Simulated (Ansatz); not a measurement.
# Ca on Pd(111): change of the work function

How does one ordered layer of Ca (fcc site) change the work function of Pd(111), and what dipole does each adsorbate carry?

Main program and level: Ansatz 0.2.0; plane-wave DFT, PBE, Ansatz PAW.

## 1. The system as given

The cell holds 4 atoms: 4 Pd. Its edges and angles: a = 2.751 Å, b = 2.751 Å, c = 24.738 Å, α = 90.0°, β = 90.0°, γ = 60.0°. Vacuum lies along c.

As a file:

```cif
data_structure
_symmetry_space_group_name_H-M 'P 1'
_symmetry_Int_Tables_number 1
_cell_length_a 2.7506
_cell_length_b 2.7506
_cell_length_c 24.7377
_cell_angle_alpha 90.000
_cell_angle_beta 90.000
_cell_angle_gamma 60.000
_cell_volume 162.09
loop_
_atom_site_label
_atom_site_type_symbol
_atom_site_fract_x
_atom_site_fract_y
_atom_site_fract_z
_atom_site_occupancy
Pd1 Pd 0.00000 0.00000 0.36382 1
Pd2 Pd 0.33333 0.33333 0.45461 1
Pd3 Pd 0.66667 0.66667 0.54539 1
Pd4 Pd 0.00000 0.00000 0.63618 1
```

## 2. The clean slab

The bare slab comes first, as the zero from which every change is counted. The two lowest layers are held at bulk places and the upper ones relax. The dipole correction removes the false field that a one-sided slab makes across the periodic vacuum, so each face gets a flat vacuum level of its own.

input.yaml

```yaml
crystal:
  lattice:
    - [2.7506453788, 0.0, 0.0]
    - [1.3753226894, 2.3821287749, 0.0]
    - [0.0, 0.0, 24.7376776414]
  atoms:
    - { symbol: Pd, position: [0.0, 0.0, 0.3638174986] }
    - { symbol: Pd, position: [0.3333333333, 0.3333333333, 0.4546058329] }
    - { symbol: Pd, position: [0.6666666667, 0.6666666667, 0.5453941671] }
    - { symbol: Pd, position: [0.0, 0.0, 0.6361825014] }
kpoints:
  mp_grid: { grid: [12, 12, 1] }
hamiltonian:
  xc: pbe
scf:
  occupations: { method: fermi_dirac, width: 0.1 }
  convergence: { dr2_threshold: 1.0e-08 }
efield:
  axis: 3
  dipole_correction: true
  ramp_position: 0.97
  ramp_width: 0.06
relax:
  f_tol: 0.02
  max_steps: 60
  constraints: [{ sites: [0, 1] }]
output:
  write_potential: true
  write_density: true
  volumetric_format: npy
```

Launch:

```bash
$ ansatz run input.yaml --threads 4 --pin off --max-ram 6144MiB --backend cpu --events-out ev --progress --plain --runs-dir out
```

Standard output:

```text
Engine: ansatz 0.2.0, aarch64-unknown-linux-gnu
Pseudopotentials: kind: paw
Pseudopotential: Pd, paw, valence charge 18, recommended cutoff 420 eV (normal), Pd.paw.azcp
Functional definition: PBE
  parameter kappa = 0.804
  parameter beta = 0.066725
  exchange = pbe_x(kappa = kappa, mu = beta*pi^2/3)
  correlation = pbe_c(beta = beta)
Crystal: 4 atoms, lattice volume = 162.091 Å³
Basis set: ecut = 420 eV, 3173 PW (Γ), exchange–correlation on 40×40×360 points (8 copies of the dense FFT grid, shifted against one another)
Bands: 44, of which v1, the nominal top of the filled ones, is band 36 counted from 1 (35 counted from 0)
Symmetry: 6 space group operations
k-points: 19 of 144 (time reversal used)
Non-local potential: Pd, projectors of the file, l = 0: 2, l = 1: 2, l = 2: 2, l = 3: 1
PAW form: soft (Blöchl's): semilocal exchange-correlation on the pseudo side does not see the compensation charge
PAW one-centre angular grid: Pd, 590 points (default); XC on 64 Gauss nodes
Initial density: superposition of atomic densities (neutral atoms: chi_scale 0, normalization atom), corrected by the library's trained network
Initial wavefunctions: pseudopotential atomic-orbital guess
Functional: x = pbe(κ = 0.804, μ = 0.219515), c = pbe(β = 0.066725)
SCF iter   1: F=—  HF=-27890.455168 eV  |F-HF|=—  |Δ(HF+E_count)|=         —  Δρ=1.07e-2  dr2=1.28e0  ethr=1.77e-3  p=0.000 e·Å  D=6.33e-14 V/Å  ΔV_dip=-0.00 eV  dr2_dipole=3.98e-8  V_vac-E_F(+/−)=4.91/4.91 eV  ⟨swp⟩=8.8  Hψ=3801  notcnv=0  defer=5
efield: sawtooth ramp at fractional position 0.9700 (set: `efield.ramp_position`, or a place that a band, a saddle search or an elastic batch's reference lends), width 0.0600; the density the first Hamiltonian is built on has a dipole p = 0.000 e·Å; the dipole correction subtracts the counter field D = 6.33e-14 V/Å, which shifts the + side's vacuum level by -0.00 eV against the − side's; the planar-averaged density in the ramp window peaks in size at 1.0e-5 e/Å³
preconditioner: auto → LDOS  [metal: Δε(μ)=0.013 eV  Ē_g=7.392 eV  σ=0.100 eV  W_gap=0.03  n_scr=18 (ndim 8)  ℏωp=18.4 eV  f_vac=0.591  D(μ)=8.60/eV (n_scr^D=102)  β→1.0]
SCF iter   2: F=—  HF=-27890.433595 eV  |F-HF|=—  |Δ(HF+E_count)|=   2.16e-2  Δρ=7.31e-3  dr2=1.75e-1  ethr=1.77e-3  p=0.000 e·Å  D=1.46e-6 V/Å  ΔV_dip=-0.00 eV  dr2_dipole=8.38e-8  V_vac-E_F(+/−)=5.24/5.24 eV  ⟨swp⟩=2.3  Hψ=1056  notcnv=0  defer=19
SCF iter   3: F=—  HF=-27890.425870 eV  |F-HF|=—  |Δ(HF+E_count)|=   7.72e-3  Δρ=2.98e-3  dr2=1.13e-1  ethr=2.44e-4  p=-0.000 e·Å  D=-3.11e-6 V/Å  ΔV_dip=0.00 eV  dr2_dipole=6.94e-8  V_vac-E_F(+/−)=5.17/5.17 eV  ⟨swp⟩=2.2  Hψ=1106  notcnv=0  defer=23
SCF iter   4: F=—  HF=-27890.422740 eV  |F-HF|=—  |Δ(HF+E_count)|=   3.13e-3  Δρ=6.69e-4  dr2=1.33e-3  ethr=1.57e-4  p=-0.000 e·Å  D=-9.09e-6 V/Å  ΔV_dip=0.00 eV  dr2_dipole=1.18e-8  V_vac-E_F(+/−)=5.25/5.25 eV  ⟨swp⟩=1.6  Hψ=832  notcnv=0  defer=23
SCF iter   5: F=—  HF=-27890.423181 eV  |F-HF|=—  |Δ(HF+E_count)|=   4.40e-4  Δρ=1.74e-4  dr2=5.12e-5  ethr=1.85e-6  p=-0.000 e·Å  D=-1.19e-6 V/Å  ΔV_dip=0.00 eV  dr2_dipole=2.19e-10  V_vac-E_F(+/−)=5.25/5.25 eV  ⟨swp⟩=2.1  Hψ=1258  notcnv=0  defer=23
SCF iter   6: F=—  HF=-27890.423228 eV  |F-HF|=—  |Δ(HF+E_count)|=   4.68e-5  Δρ=4.92e-5  dr2=8.06e-6  ethr=7.11e-8  p=-0.000 e·Å  D=-9.58e-7 V/Å  ΔV_dip=0.00 eV  dr2_dipole=4.40e-11  V_vac-E_F(+/−)=5.24/5.24 eV  ⟨swp⟩=2.4  Hψ=1396  notcnv=0  defer=23
SCF iter   7: F=—  HF=-27890.423234 eV  |F-HF|=—  |Δ(HF+E_count)|=   6.22e-6  Δρ=1.81e-5  dr2=4.03e-7  ethr=1.12e-8  p=-0.000 e·Å  D=-6.40e-7 V/Å  ΔV_dip=0.00 eV  dr2_dipole=5.42e-12  V_vac-E_F(+/−)=5.24/5.24 eV  ⟨swp⟩=3.2  Hψ=1490  notcnv=0  defer=20
SCF iter   8: F=—  HF=-27890.423235 eV  |F-HF|=—  |Δ(HF+E_count)|=   1.67e-6  Δρ=6.07e-6  dr2=5.45e-8  ethr=5.59e-10  p=-0.000 e·Å  D=-2.91e-7 V/Å  ΔV_dip=0.00 eV  dr2_dipole=1.87e-13  V_vac-E_F(+/−)=5.24/5.24 eV  ⟨swp⟩=2.6  Hψ=1481  notcnv=0  defer=20
SCF iter   9: F=-27890.423236 eV  HF=-27890.423236 eV  |F-HF|=1.11e-8  |Δ(HF+E_count)|=   2.60e-7  Δρ=1.39e-6  dr2=5.22e-9  ethr=1.39e-11  p=-0.000 e·Å  D=-1.16e-7 V/Å  ΔV_dip=0.00 eV  dr2_dipole=3.34e-13  V_vac-E_F(+/−)=5.24/5.24 eV  ⟨swp⟩=9.9  Hψ=5842  notcnv=0
SCF 1 converged in 9 iterations: F = -27890.423236 eV  dr2 = 5.22e-9
  greatest PAW one-centre occupation: 0.999 electrons in one spin orbital (limit 2), on the Pd atom at site 3 (counted from 0), in its partial waves of l = 0
relax step   1: F+E_penalty+E_count = -27890.42323570 eV  Δ(F+E_penalty+E_count) = +0.000e0 eV  max|allowed force component| = 3.166e-1 eV/Å  Δτ_max = 0.0000 Å  (9 SCF iters, accepted)
Initial density: handed on by an earlier stage of this run
Initial wavefunctions: those handed on with the density
iter 1 solved again at ethr=2.12e-4 eV; its pass at ethr=3.10e-3 eV (dr2=1.53e-1 eV) is discarded
SCF iter   1: F=—  HF=-27890.473022 eV  |F-HF|=—  |Δ(HF+E_count)|=         —  Δρ=1.03e-2  dr2=1.69e-1  ethr=2.12e-4  p=-0.000 e·Å  D=-1.13e-6 V/Å  ΔV_dip=0.00 eV  dr2_dipole=2.24e-3  V_vac-E_F(+/−)=5.27/5.27 eV  ⟨swp⟩=1.9  Hψ=3276  notcnv=0  defer=23
efield: sawtooth ramp at fractional position 0.9700 (set: `efield.ramp_position`, or a place that a band, a saddle search or an elastic batch's reference lends), width 0.0600; the density the first Hamiltonian is built on has a dipole p = -0.000 e·Å; the dipole correction subtracts the counter field D = -1.13e-6 V/Å, which shifts the + side's vacuum level by +0.00 eV against the − side's; the planar-averaged density in the ramp window peaks in size at 5.9e-6 e/Å³
preconditioner: auto → LDOS  [metal: Δε(μ)=0.027 eV  Ē_g=7.480 eV  σ=0.100 eV  W_gap=0.07  n_scr=18 (ndim 8)  ℏωp=18.4 eV  f_vac=0.586  D(μ)=8.63/eV (n_scr^D=102)  β→1.0]
SCF iter   2: F=—  HF=-27890.485262 eV  |F-HF|=—  |Δ(HF+E_count)|=   1.22e-2  Δρ=8.04e-3  dr2=2.31e-1  ethr=2.12e-4  p=0.009 e·Å  D=1.02e-2 V/Å  ΔV_dip=-0.25 eV  dr2_dipole=2.06e-2  V_vac-E_F(+/−)=5.00/5.25 eV  ⟨swp⟩=3.1  Hψ=1628  notcnv=0  defer=23
SCF iter   3: F=—  HF=-27890.436933 eV  |F-HF|=—  |Δ(HF+E_count)|=   4.83e-2  Δρ=1.43e-3  dr2=7.38e-3  ethr=2.12e-4  p=-0.000 e·Å  D=-2.15e-5 V/Å  ΔV_dip=0.00 eV  dr2_dipole=1.42e-3  V_vac-E_F(+/−)=5.26/5.25 eV  ⟨swp⟩=2.2  Hψ=1432  notcnv=0  defer=23
SCF iter   4: F=—  HF=-27890.436372 eV  |F-HF|=—  |Δ(HF+E_count)|=   5.61e-4  Δρ=7.26e-4  dr2=1.35e-3  ethr=1.03e-5  p=-0.000 e·Å  D=-2.56e-4 V/Å  ΔV_dip=0.01 eV  dr2_dipole=1.69e-4  V_vac-E_F(+/−)=5.26/5.25 eV  ⟨swp⟩=2.6  Hψ=1517  notcnv=0  defer=23
[...]
SCF iter   9: F=—  HF=-27890.436094 eV  |F-HF|=—  |Δ(HF+E_count)|=   2.66e-6  Δρ=6.84e-6  dr2=2.04e-7  ethr=3.68e-9  p=-0.001 e·Å  D=-1.18e-3 V/Å  ΔV_dip=0.03 eV  dr2_dipole=1.76e-9  V_vac-E_F(+/−)=5.28/5.25 eV  ⟨swp⟩=1.6  Hψ=936  notcnv=0  defer=23
SCF iter  10: F=—  HF=-27890.436094 eV  |F-HF|=—  |Δ(HF+E_count)|=   1.41e-7  Δρ=2.35e-6  dr2=2.46e-8  ethr=2.84e-10  p=-0.001 e·Å  D=-1.18e-3 V/Å  ΔV_dip=0.03 eV  dr2_dipole=5.37e-10  V_vac-E_F(+/−)=5.28/5.25 eV  ⟨swp⟩=1.9  Hψ=1002  notcnv=0  defer=23
SCF iter  11: F=-27890.436094 eV  HF=-27890.436094 eV  |F-HF|=3.74e-9  |Δ(HF+E_count)|=   2.10e-8  Δρ=9.18e-7  dr2=4.35e-9  ethr=1.39e-11  p=-0.001 e·Å  D=-1.17e-3 V/Å  ΔV_dip=0.03 eV  dr2_dipole=3.31e-12  V_vac-E_F(+/−)=5.28/5.25 eV  ⟨swp⟩=9.2  Hψ=5443  notcnv=0
SCF 2 converged in 11 iterations: F = -27890.436094 eV  dr2 = 4.35e-9
  greatest PAW one-centre occupation: 0.999 electrons in one spin orbital (limit 2), on the Pd atom at site 0 (counted from 0), in its partial waves of l = 0
relax step   2: F+E_penalty+E_count = -27890.43609399 eV  Δ(F+E_penalty+E_count) = -1.286e-2 eV  max|allowed force component| = 1.195e-1 eV/Å  Δτ_max = 0.1491 Å  (11 SCF iters, accepted)
SCF iter   1: F=—  HF=-27890.441869 eV  |F-HF|=—  |Δ(HF+E_count)|=         —  Δρ=3.46e-3  dr2=5.32e-2  ethr=1.86e-4  p=-0.001 e·Å  D=-1.17e-3 V/Å  ΔV_dip=0.03 eV  dr2_dipole=1.25e-2  V_vac-E_F(+/−)=5.27/5.24 eV  ⟨swp⟩=3.7  Hψ=1882  notcnv=0  defer=23
efield: sawtooth ramp at fractional position 0.9700 (set: `efield.ramp_position`, or a place that a band, a saddle search or an elastic batch's reference lends), width 0.0600; the density the first Hamiltonian is built on has a dipole p = -0.001 e·Å; the dipole correction subtracts the counter field D = -1.17e-3 V/Å, which shifts the + side's vacuum level by +0.03 eV against the − side's; the planar-averaged density in the ramp window peaks in size at 4.1e-6 e/Å³
preconditioner: auto → LDOS  [metal: Δε(μ)=0.005 eV  Ē_g=7.445 eV  σ=0.100 eV  W_gap=0.01  n_scr=18 (ndim 8)  ℏωp=18.4 eV  f_vac=0.586  D(μ)=8.75/eV (n_scr^D=102)  β→1.0]
SCF iter   2: F=—  HF=-27890.442579 eV  |F-HF|=—  |Δ(HF+E_count)|=   7.10e-4  Δρ=2.46e-3  dr2=2.49e-2  ethr=7.39e-5  p=-0.004 e·Å  D=-4.16e-3 V/Å  ΔV_dip=0.10 eV  dr2_dipole=3.71e-3  V_vac-E_F(+/−)=5.35/5.25 eV  ⟨swp⟩=2.0  Hψ=1476  notcnv=0  defer=23
SCF iter   3: F=—  HF=-27890.438253 eV  |F-HF|=—  |Δ(HF+E_count)|=   4.33e-3  Δρ=5.40e-4  dr2=2.62e-3  ethr=3.45e-5  p=-0.001 e·Å  D=-7.90e-4 V/Å  ΔV_dip=0.02 eV  dr2_dipole=6.99e-4  V_vac-E_F(+/−)=5.27/5.25 eV  ⟨swp⟩=2.0  Hψ=1237  notcnv=0  defer=23
SCF iter   4: F=—  HF=-27890.438155 eV  |F-HF|=—  |Δ(HF+E_count)|=   9.79e-5  Δρ=2.67e-4  dr2=2.39e-4  ethr=3.65e-6  p=-0.001 e·Å  D=-8.37e-4 V/Å  ΔV_dip=0.02 eV  dr2_dipole=2.30e-5  V_vac-E_F(+/−)=5.27/5.25 eV  ⟨swp⟩=2.1  Hψ=1201  notcnv=0  defer=23
SCF iter   5: F=—  HF=-27890.438115 eV  |F-HF|=—  |Δ(HF+E_count)|=   3.95e-5  Δρ=6.91e-5  dr2=2.80e-5  ethr=3.32e-7  p=-0.001 e·Å  D=-7.61e-4 V/Å  ΔV_dip=0.02 eV  dr2_dipole=4.25e-6  V_vac-E_F(+/−)=5.27/5.25 eV  ⟨swp⟩=2.0  Hψ=1164  notcnv=0  defer=23
SCF iter   6: F=—  HF=-27890.438110 eV  |F-HF|=—  |Δ(HF+E_count)|=   5.40e-6  Δρ=3.89e-5  dr2=5.55e-6  ethr=3.89e-8  p=-0.001 e·Å  D=-7.43e-4 V/Å  ΔV_dip=0.02 eV  dr2_dipole=8.72e-8  V_vac-E_F(+/−)=5.27/5.25 eV  ⟨swp⟩=2.1  Hψ=1071  notcnv=0  defer=23
SCF iter   7: F=—  HF=-27890.438111 eV  |F-HF|=—  |Δ(HF+E_count)|=   7.73e-7  Δρ=2.04e-5  dr2=2.13e-6  ethr=7.71e-9  p=-0.001 e·Å  D=-7.64e-4 V/Å  ΔV_dip=0.02 eV  dr2_dipole=4.51e-11  V_vac-E_F(+/−)=5.27/5.25 eV  ⟨swp⟩=1.5  Hψ=905  notcnv=0  defer=23
SCF iter   8: F=—  HF=-27890.438111 eV  |F-HF|=—  |Δ(HF+E_count)|=   1.24e-7  Δρ=8.84e-6  dr2=3.85e-7  ethr=2.96e-9  p=-0.001 e·Å  D=-7.82e-4 V/Å  ΔV_dip=0.02 eV  dr2_dipole=1.60e-10  V_vac-E_F(+/−)=5.27/5.25 eV  ⟨swp⟩=1.6  Hψ=876  notcnv=0  defer=23
SCF iter   9: F=—  HF=-27890.438111 eV  |F-HF|=—  |Δ(HF+E_count)|=   1.19e-7  Δρ=2.87e-6  dr2=3.19e-8  ethr=5.34e-10  p=-0.001 e·Å  D=-7.82e-4 V/Å  ΔV_dip=0.02 eV  dr2_dipole=8.38e-11  V_vac-E_F(+/−)=5.27/5.25 eV  ⟨swp⟩=1.4  Hψ=891  notcnv=0  defer=23
SCF iter  10: F=-27890.438111 eV  HF=-27890.438111 eV  |F-HF|=9.16e-9  |Δ(HF+E_count)|=   6.29e-8  Δρ=1.13e-6  dr2=4.89e-9  ethr=1.39e-11  p=-0.001 e·Å  D=-7.77e-4 V/Å  ΔV_dip=0.02 eV  dr2_dipole=2.98e-11  V_vac-E_F(+/−)=5.27/5.25 eV  ⟨swp⟩=9.2  Hψ=5458  notcnv=0
SCF 3 converged in 10 iterations: F = -27890.438111 eV  dr2 = 4.89e-9
relax step   3: F+E_penalty+E_count = -27890.43811104 eV  Δ(F+E_penalty+E_count) = -2.017e-3 eV  max|allowed force component| = 1.002e-2 eV/Å  Δτ_max = 0.0431 Å  (10 SCF iters, accepted)
NSCF: frozen V_eff on 19 k-points
the band table was solved once a step of the walk had ended and its energy, with any forces and stress, was formed, with the checks that follow a solve (4649 applications of the Hamiltonian). They found nothing against the state; the energy, forces and stress were not computed again (output.eigenvalues in the input reference)
WARN: The input density's exchange-correlation potential varies sharply where the density is thin. Do not read a vacuum level from v_tot or v_xc, or from such a field of the output density. On a cell that repeats whose density bears no net charge and no dipole along the vacuum's axis use v_es (v_loc + v_h of the components); under efield.dipole_correction with no amplitude use v_es + v_field, which holds any external [...]
SCF converged after 10 iterations
Free energy (F): -27890.438111 eV
Harris-Foulkes:  -27890.438111 eV  (|F-HF|=9.16e-9)
Internal energy: -27890.160758 eV  (E = F + TS)
E sigma→0 (E₀):  -27890.299434 eV
Entropy (-TS):   -0.277353 eV (-69.338 meV/atom)
Fermi energy:    3.865219 eV
Dipole field:    D = -0.000785 V/Å  (p = -0.000703 e·Å, saw-weighted, corrected)
Work function:   Φ+ = 5.2682 eV   Φ− = 5.2488 eV
Levels:          The Fermi level and band energies are counted from a zero that moves with the ramp; work functions are not
--- Per-component energies (eV) ---
  E_band       = -1676.700702
  E_kinetic    = 2053.458325
  E_local      = -127765.330083  (includes V_loc(G=0)·N_el)
  E_nonlocal   = 869.748792
  E_hartree    = 62664.015493
  E_xc         = -672.789627
  E_vxc        = -843.766960  (∫ρ·V_xc dr)
  E_paw        = -15001.631603  (= ΣΔE_a)
  E_vpaw       = -1318.850886  (= ΣTr[D̂ρ^β])
  E_aug_tail   = 0.000881  (compensation charges beyond the density's cutoff)
  E_efield     = 0.000000  (sawtooth field / dipole correction)
  E_vefield    = 0.002178  (∫n·V_field dr)
  E_ewald      = 49962.367064
  E_smearing   = -0.277353  (= −TS)
  E_closure    = 0.000000  (closes the sum)
  Σ components = -27890.438111   (vs F -27890.438111, Δ=0.00e0)
--- Forces (eV/Å), atoms counted from 1 ---
  atom   1  Pd     0.00000000    -0.00000000    -0.31322261
  atom   2  Pd     0.00000000    -0.00000000     0.30972249
  atom   3  Pd     0.00000000     0.00000000    -0.00649871
  atom   4  Pd    -0.00000000     0.00000000     0.01001647
  max |Σ_I F_I| component: 1.76e-5 eV/Å
--- Band table (eV; the first three rows and the last of 19) ---
  k-point 0: bands = [... 32 lower, 2.6989, 2.9476, 2.9476, 3.4679, 3.4679, 3.7710, 3.7710, 4.2819, ... 4 higher]
  k-point 1: bands = [... 32 lower, 2.6192, 2.9508, 2.9602, 3.1225, 3.4642, 3.5262, 3.7785, 4.8762, ... 4 higher]
  k-point 2: bands = [... 32 lower, 2.5130, 2.5291, 2.9094, 2.9320, 3.4494, 3.7948, 4.0102, 5.8227, ... 4 higher]
  k-point 18: bands = [... 32 lower, 3.3435, 3.5770, 3.6104, 3.6222, 10.1875, 10.3728, 10.3815, 11.0947, ... 4 higher]
--- Relaxed structure (3 steps of the walk, 3 accepted, 0 SCFs on fresh bases) ---
  F+E_penalty+E_count = -27890.43811104 eV   max|allowed force component| = 1.002e-2 eV/Å
  atoms:
    - { symbol: Pd, position: [0.0, 0.0, 0.3638174986] }
    - { symbol: Pd, position: [0.333333, 0.333333, 0.454606] }
    - { symbol: Pd, position: [0.666667, 0.666667, 0.547339] }
    - { symbol: Pd, position: [0, 0, 0.640465] }
```

The job ended after 8.4 s (4 threads of Arm Neoverse V2, shared host; peak memory 0.49 GiB).

Reading the cycles: dr2 is the Hartree energy of the density residual (eV), the measure of convergence; HF is the Harris–Foulkes estimate of the energy, which meets the free energy F at convergence.

The steps of the relaxation:

```csv
step,energy less that of the first step (eV),largest force component (eV/Å)
1,0.0000,0.3166
2,-0.0129,0.1195
3,-0.0149,0.0100
```

The run keeps the 6 symmetry operations that the program found, so distortions that break them were not tested.

The atoms that moved most (Å):

```csv
atom,dx,dy,dz,length
Pd4,0.000,0.000,0.106,0.106
Pd3,0.000,0.000,0.048,0.048
```

Final coordinates:

```xyz
4
Lattice="2.7506 0.0000 0.0000 1.3753 2.3821 0.0000 0.0000 0.0000 24.7377" Properties=species:S:1:pos:R:3
Pd    0.0000    0.0000    9.0000
Pd    1.3753    0.7940   11.2459
Pd    2.7506    1.5881   13.5399
Pd    0.0000    0.0000   15.8436
```

This step gave:

```
energy at zero smearing   : -27890.2994 eV
work function, upper face : 5.268 eV
dipole along the normal   : -7.03e-4 e·Å
```

Running mean over 2.246 Å of the planar mean; the ramp of the sawtooth is left out. Table of electron's electrostatic potential energy less the Fermi level by z:

```csv
z (Å),electron's electrostatic potential energy less the Fermi level (eV)
3.5,5.25
4.0,5.25
4.5,5.25
5.0,5.25
5.5,5.23
6.0,5.19
6.5,5.04
7.0,4.40
7.5,1.79
8.0,-3.11
8.5,-7.03
9.0,-8.25
9.5,-8.43
10.0,-8.48
10.5,-8.52
11.0,-8.56
11.5,-8.51
12.0,-8.24
12.5,-8.12
13.0,-8.35
13.5,-8.50
14.0,-8.28
14.5,-7.92
15.0,-7.94
15.5,-8.20
16.0,-8.01
16.5,-6.08
17.0,-1.45
17.5,2.94
18.0,4.73
18.5,5.13
19.0,5.23
19.5,5.26
20.0,5.27
20.5,5.27
21.0,5.27
21.5,5.27
```

The relaxation took 3 steps and lowered the energy by 0.015 eV; the largest force on the free atoms ends at 0.010 eV/Å.

The work function of the upper face is 5.27 eV.

(Part 1 of 2 ends here.)

[Long decimals in the printed logs are rounded to 6 places.]

[Logs are printed without paths, hosts, clocks, repeated set-up lines and the standing remarks that a program may print on its own settings, such as how far it seeks lower states.]

[Hosts, paths, dates, database ids (printed as entryN), source tags and the programs' standing remarks are cut or masked in the printed files.]

[Maps of the electrostatic potential energy from Ansatz leave out the sawtooth potential of an applied field or a dipole correction, so their vacuum need not be flat; planar profiles and work functions include it.]
